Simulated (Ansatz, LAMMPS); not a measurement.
# Electronic structure of amorphous polythiophene with methane (capped chains of 7 units) at 300 K (258 atoms), part 2 of 2

Wanted: forces, charges and levels of amorphous polythiophene with methane (capped chains of 7 units) at 300 K (258 atoms).

Ansatz 0.2.0; Kohn-Sham DFT, r2SCAN+D4, PAW (set soft_2), plane waves.

The cell: 126 C, 28 S and 104 H. The network of contacts between molecules at the start is that of the classical potential that made the cell. The density was typed from a rule of thumb and may lie off the real one at this temperature. Sampling is at Γ alone, for a cell whose shortest periodic width is 15 Å.

So far. Step 3 (Plane-wave single point): Electrostatic potential energy in the bc plane at fractional x = 0.003, with atoms of C and H and S within 0.2 Å of it. With pseudopotentials it is smooth inside the atoms' cores, unlike the true potential.

## 3. Plane-wave single point (continued)

Valence density in the bc plane at fractional x = 0.003, with atoms of C and H and S within 0.2 Å of it. It is the smooth field of the valence electrons, not physical close to the nuclei.

Values in e/Å³, 13 rows by 16 columns, each cell a mean:
```
0.1 0.0 0.1 0.1 0.1 0.0 0.2 0.4 0.2 0.0 0.0 0.0 0.2 0.8 0.4 0.0
0.2 0.2 0.6 1.3 0.7 0.0 0.0 0.0 0.0 0.0 0.1 0.4 0.2 0.1 0.1 0.0
0.6 1.1 0.6 0.7 0.1 0.0 0.0 0.0 0.1 0.4 1.0 1.6 0.7 0.0 0.0 0.1
0.3 0.4 0.1 0.0 0.0 0.1 0.1 0.5 0.4 0.7 1.3 0.5 0.1 0.2 0.6 0.3
0.1 0.0 0.0 0.0 0.1 0.7 1.2 1.5 0.6 0.1 0.1 0.0 0.0 0.1 0.5 0.3
0.0 0.0 0.1 0.1 0.1 0.8 0.8 0.3 0.1 0.0 0.0 0.2 0.1 0.0 0.0 0.0
0.0 0.0 0.0 0.0 0.0 0.1 0.0 0.0 0.0 0.0 0.0 0.1 0.1 0.0 0.0 0.0
0.1 0.0 0.0 0.0 0.0 0.0 0.0 0.1 0.0 0.0 0.0 0.0 0.1 0.2 0.4 0.5
0.9 0.1 0.0 0.0 0.0 0.0 0.2 0.7 0.4 0.0 0.0 0.1 0.5 0.8 0.6 1.5
0.1 0.0 0.0 0.0 0.0 0.0 0.2 0.4 0.2 0.0 0.0 0.1 0.8 0.8 0.5 0.5
0.1 0.1 0.2 0.0 0.0 0.0 0.0 0.0 0.0 0.0 0.0 0.0 0.1 0.1 0.1 0.0
0.4 0.3 0.4 0.1 0.0 0.0 0.0 0.3 0.8 0.5 0.4 0.1 0.0 0.0 0.0 0.1
0.9 0.1 0.0 0.0 0.0 0.1 0.8 1.4 1.3 0.6 0.5 0.1 0.1 0.2 0.1 0.2
```
Columns run along b (15.0 Å), rows up along c (15.0 Å). Atoms in or near the plane, at fractional coordinates: C at (0.52, 0.06), H at (0.39, 0.01), C at (0.97, 0.33), S at (0.81, 0.28), C at (0.71, 0.80), C at (0.64, 0.74), C at (0.46, 0.64), C at (0.37, 0.61), H at (0.01, 0.02), C at (0.20, 0.85), H at (0.49, 0.30).

Mean intrinsic-atomic-orbital charges: C -0.24, H +0.19, S +0.37 e. The largest share in the top eV of filled states is C p (94 % of the projected weight), and in the lowest eV of empty states C p (76 % of the projected weight).

## 4. Distances and neighbours

These statistics describe the geometry on which the runs were made.

Density 1.24 g/cm³, 13.08 Å³ an atom.

Pair distribution functions g(r), in bins of 0.2 Å:

```csv
r (Å),total,C-C,C-H,C-S,H-H,H-S,S-S
1.00,2.55,0.00,6.45,0.00,0.00,0.00,0.00
1.20,1.01,0.00,2.57,0.00,0.00,0.00,0.00
1.40,2.33,9.76,0.00,0.00,0.00,0.00,0.00
1.60,0.47,0.22,0.00,2.74,0.81,0.00,0.00
1.80,1.08,0.00,0.00,4.54,3.68,0.00,0.00
2.00,0.18,0.00,0.36,0.00,0.26,0.00,0.00
2.20,1.19,0.49,2.58,0.00,0.31,0.00,0.00
2.40,0.75,2.31,0.02,0.37,0.91,0.00,0.00
2.60,1.06,1.20,0.12,3.58,2.10,0.13,0.00
2.80,0.88,0.00,0.90,2.20,1.28,0.97,0.00
3.00,0.58,0.13,0.74,0.12,0.75,1.35,1.10
3.20,0.70,0.15,0.92,0.56,0.87,0.89,1.98
3.40,0.74,0.16,1.12,0.33,0.81,0.92,0.93
3.60,1.03,0.73,0.82,0.68,1.29,2.73,1.05
3.80,1.02,1.68,0.77,0.61,1.16,0.77,0.25
4.00,0.99,1.02,0.92,1.08,1.17,0.70,1.05
4.20,1.06,0.88,1.15,1.08,1.23,0.68,1.55
4.40,1.06,1.05,1.13,0.84,0.90,1.08,2.32
4.60,1.15,1.08,1.23,1.52,0.96,1.03,0.66
4.80,1.13,1.33,1.02,1.22,1.21,0.82,1.34
5.00,1.10,1.25,1.05,1.30,1.13,0.77,0.69
5.20,1.04,0.92,1.14,1.23,1.06,0.78,0.75
5.40,0.98,0.97,0.98,0.84,1.07,1.02,0.70
5.60,0.99,0.95,1.01,0.92,1.06,1.02,0.88
5.80,1.02,1.21,0.91,1.09,1.08,0.88,1.12
6.00,1.04,1.09,0.94,1.07,1.08,1.21,1.23
6.20,0.95,1.08,0.90,0.95,0.85,0.83,2.04
6.40,0.90,0.92,0.87,0.96,0.95,0.85,0.76
```

Bonds by pair of elements; cutoffs follow the first minimum of g(r), held within bounds set by covalent radii, and pairs that aren't listed don't count as bonded:

| pair A-B | cutoff (Å) | bonds | mean length (Å) | spread (Å) | shortest (Å) | B about A | A about B |
| --- | --- | --- | --- | --- | --- | --- | --- |
| C-C | 1.85 | 116 | 1.40 | 0.042 | 1.32 | 1.84 | 1.84 |
| C-H | 1.34 | 104 | 1.09 | 0.029 | 1.02 | 0.825 | 1 |
| C-S | 2.17 | 56 | 1.71 | 0.035 | 1.63 | 0.444 | 2 |

How many atoms have how many bonded neighbours:

| element | mean | 1 | 2 | 3 | 4 |
| --- | --- | --- | --- | --- | --- |
| C | 3.11 | 0 | 0 | 112 | 14 |
| H | 1 | 104 | 0 | 0 | 0 |
| S | 2 | 0 | 28 | 0 | 0 |

Bond angles, per cent of each kind in bins of 5°:

```csv
angle (°),C-C-H,C-C-S,C-C-C,H-C-H,C-S-C
85–90,0.0,0.0,0.0,0.0,3.6
90–95,0.0,0.0,0.0,0.0,75.0
95–100,0.0,0.0,0.0,5.0,21.4
100–105,2.9,0.9,0.0,16.7,0.0
105–110,5.9,21.4,3.6,35.0,0.0
110–115,6.6,29.5,41.1,25.0,0.0
115–120,12.5,17.0,5.4,18.3,0.0
120–125,44.9,26.8,3.6,0.0,0.0
125–130,26.5,4.5,37.5,0.0,0.0
130–135,0.7,0.0,7.1,0.0,0.0
135–140,0.0,0.0,1.8,0.0,0.0
```

Bond angles (no mean is given where the spread exceeds 20°):

| angle | count | mean (°) | spread (°) |
| --- | --- | --- | --- |
| C-C-H | 136 | 121 | 6.2 |
| C-C-S | 112 | 116 | 6.1 |
| C-C-C | 112 | 120 | 8 |
| H-C-H | 60 | 109 | 5.5 |
| C-S-C | 28 | 93.2 | 1.7 |

Bond length by coordination (bonds to H left out):

```csv
element,coordination,atoms,mean bond length (Å)
C,3,112,1.46
C,4,8,1.48
```

Rings of the network by King's shortest-path rule, up to 12 atoms, one path for each pair of neighbours; H, halogens, alkali and alkaline-earth atoms are left out, and the last column divides by all other atoms, bonded or not:

| ring size (atoms) | rings | per network atom |
| --- | --- | --- |
| 5 | 28 | 0.182 |

Counting bonds as in the table, 89 % of C atoms have 3, all H atoms have 1 and all S atoms have 2 bonded neighbours. The C-C-H angle averages 121° with a spread of 6°. All rings counted have 5 atoms.

The surroundings of C186, which bears the longest force, nearest first, numbered as they follow in the input and with coordinates relative to it.

```
atom      x      y      z  distance (Å)  bonds  intrinsic-atomic-orbital charge (e)     Fx     Fy  Fz (eV/Å)
C186   0.00   0.00   0.00          0.00      3                                -0.16   1.81   4.46       0.06
C188  -0.80  -1.07  -0.29          1.36      3                                -0.16   0.05  -0.96       0.23
C185  -0.28   1.35  -0.30          1.41      3                                -0.23   2.43   0.12       1.13
S187   1.56  -0.01   0.78          1.74      2                                 0.34  -0.09  -0.64       0.72
H217  -1.11   1.64  -0.83          2.15      1                                 0.20  -1.82   0.50      -1.02
C184   0.70   2.31   0.13          2.42      3                                -0.22  -1.87  -2.06      -0.17
C189  -0.45  -2.38  -0.19          2.43      3                                -0.23  -2.18  -1.16      -0.40
C183   1.71   1.71   0.84          2.56      3                                -0.15  -0.39   0.01      -0.32
S192  -2.41  -0.82  -0.72          2.65      2                                 0.36  -1.21  -0.22      -0.25
H218   0.53  -2.71  -0.01          2.76      1                                 0.20   1.04  -0.43       0.40
```

The column of bonds counts only the pairs C-C within 1.85 Å, C-H within 1.34 Å, C-S within 2.17 Å; other neighbours, such as metal atoms beside each other in a compound, aren't counted, and periodic images can show an atom twice.

## 5. What came out

| Quantity | Value |
| --- | --- |
| free energy per atom | -227.6051 eV/atom |
| pressure | 1.578 GPa |
| r.m.s. force component | 0.9763 eV/Å |
| gap (highest filled to lowest empty level) | 1.355 eV |
| wall time of the 1 DFT run | 2 min |

**Reading.** The highest filled and lowest empty levels differ by 1.36 eV (at Γ alone); a semilocal functional tends to put such gaps too low. It is the spacing of short capped chains, not of the long polymer. In a disordered cell it changes from sample to sample, and tail or defect levels can set it. Counting bonds as in the table, 89 % of C atoms have 3, all H atoms have 1 and all S atoms have 2 bonded neighbours.

What to keep in mind: The force components of 0.98 eV/Å r.m.s. reflect the temperature of the frame as well as the gap between the generating potential and DFT, above all in bond lengths inside molecules. The pressure of 1.6 GPa is that of one thermal frame, in which the classical model's bond lengths enter as well as the volume, without the kinetic term and with the strain of bonds inside molecules.

[Logs are printed without paths, hosts, clocks, repeated set-up lines and the standing remarks that a program may print on its own settings, such as how far it seeks lower states.]

[Hosts, paths, dates, database ids (printed as entryN), source tags and the programs' standing remarks are cut or masked in the printed files.]
